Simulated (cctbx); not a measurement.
## Accept or mend?

Cell a = 11.9000 Å, b = 11.9000 Å, c = 11.9000 Å, α = 90.00°, β = 90.00°, γ = 90.00°; space group Fm-3m (no. 225).

The data are simulated with cctbx, not measured: Ag Kα, λ = 0.56087 Å, to d = 0.84 Å, 80 % of the full sphere, strongest reflection 70000 counts, noise from counting, a 1.5 % proportional error and a noise floor of 15 counts (s.d.); no absorption.

An anisotropic refinement with weights 1/σ² prints:

```text
Rint 0.013, 37 unique reflections to 1.31 A
cycle     R1     wR2    GooF  max shift (A)
   1  0.0038  0.0078   0.999   0.00022
   2  0.0037  0.0069   0.888   0.00000
final R1 0.0037 wR2 0.0069 GooF 0.888  parameters 6  data/parameter 6.2
atom        x        y        z      Ueq    occ   su(xyz)  su(Uiso or U11)
Tl1    0.25000  0.75000  0.75000   0.0068  1.000  0.00000  0.0003
I1     0.00000  0.00000  0.75520   0.0062  1.000  0.00003  0.0003
Y1     0.50000  0.00000  0.00000   0.0085  1.000  0.00000  0.0006
Cu1    0.00000  0.00000  0.00000   0.0090  1.000  0.00000  0.0008
difference map: max 0.22 min -0.22 rms 0.04
Q1    0.0000  0.0000  0.1094   24    0.22  1.30 A from Cu1
Q2    0.2500  0.2500  0.2500    8    0.12  0.00 A from Tl1
Q3    0.1804  0.1804  0.1804   32    0.10  1.43 A from Tl1
Q4    0.0000  0.1037  0.2188   96    0.08  1.27 A from I1
Q5    0.0000  0.2500  0.2500   24    0.08  2.98 A from Tl1
Q6    0.0000  0.1457  0.1457   48    0.07  2.10 A from I1
```

Q: Accept it or mend it, and why?

Mend it. The fault: data cut at low resolution. Against the right model at the same level, R1 goes from 0.0051 to 0.0037 and GooF from 0.97 to 0.89. The atoms are right, but there are too few data for the parameters: R1 flatters and the s.u.s grow. Data per parameter fall from 17.7 to 6.2.

The compound is YTl2CuI6. The right model at the same level gives:

```text
Rint 0.016, 106 unique reflections to 0.84 A
cycle     R1     wR2    GooF  max shift (A)
   1  0.0051  0.0083   0.979   0.00005
   2  0.0051  0.0082   0.971   0.00000
final R1 0.0051 wR2 0.0082 GooF 0.971  parameters 6  data/parameter 17.7
atom        x        y        z      Ueq    occ   su(xyz)  su(Uiso or U11)
Tl1    0.25000  0.75000  0.75000   0.0070  1.000  0.00000  0.0001
I1     0.00000  0.00000  0.75522   0.0061  1.000  0.00001  0.0001
Y1     0.50000  0.00000  0.00000   0.0089  1.000  0.00000  0.0001
Cu1    0.00000  0.00000  0.00000   0.0094  1.000  0.00000  0.0002
difference map: max 0.34 min -0.34 rms 0.07
Q1    0.0000  0.0000  0.3699   24    0.34  1.49 A from I1
Q2    0.1129  0.1129  0.1129   32    0.30  2.33 A from Cu1
Q3    0.0000  0.1705  0.1705   48    0.25  2.21 A from I1
Q4    0.0000  0.0000  0.0948   24    0.21  1.13 A from Cu1
Q5    0.0000  0.0932  0.0932   48    0.20  1.57 A from Cu1
Q6    0.0000  0.1164  0.2497   96    0.19  1.39 A from I1
```

This is a model crystal, built by substitution and not relaxed, with assumed displacement parameters.

[Middle refinement cycles are left out of these outputs.]

[Logs are printed without paths, hosts, clocks, repeated set-up lines and the standing remarks that a program may print on its own settings, such as how far it seeks lower states.]
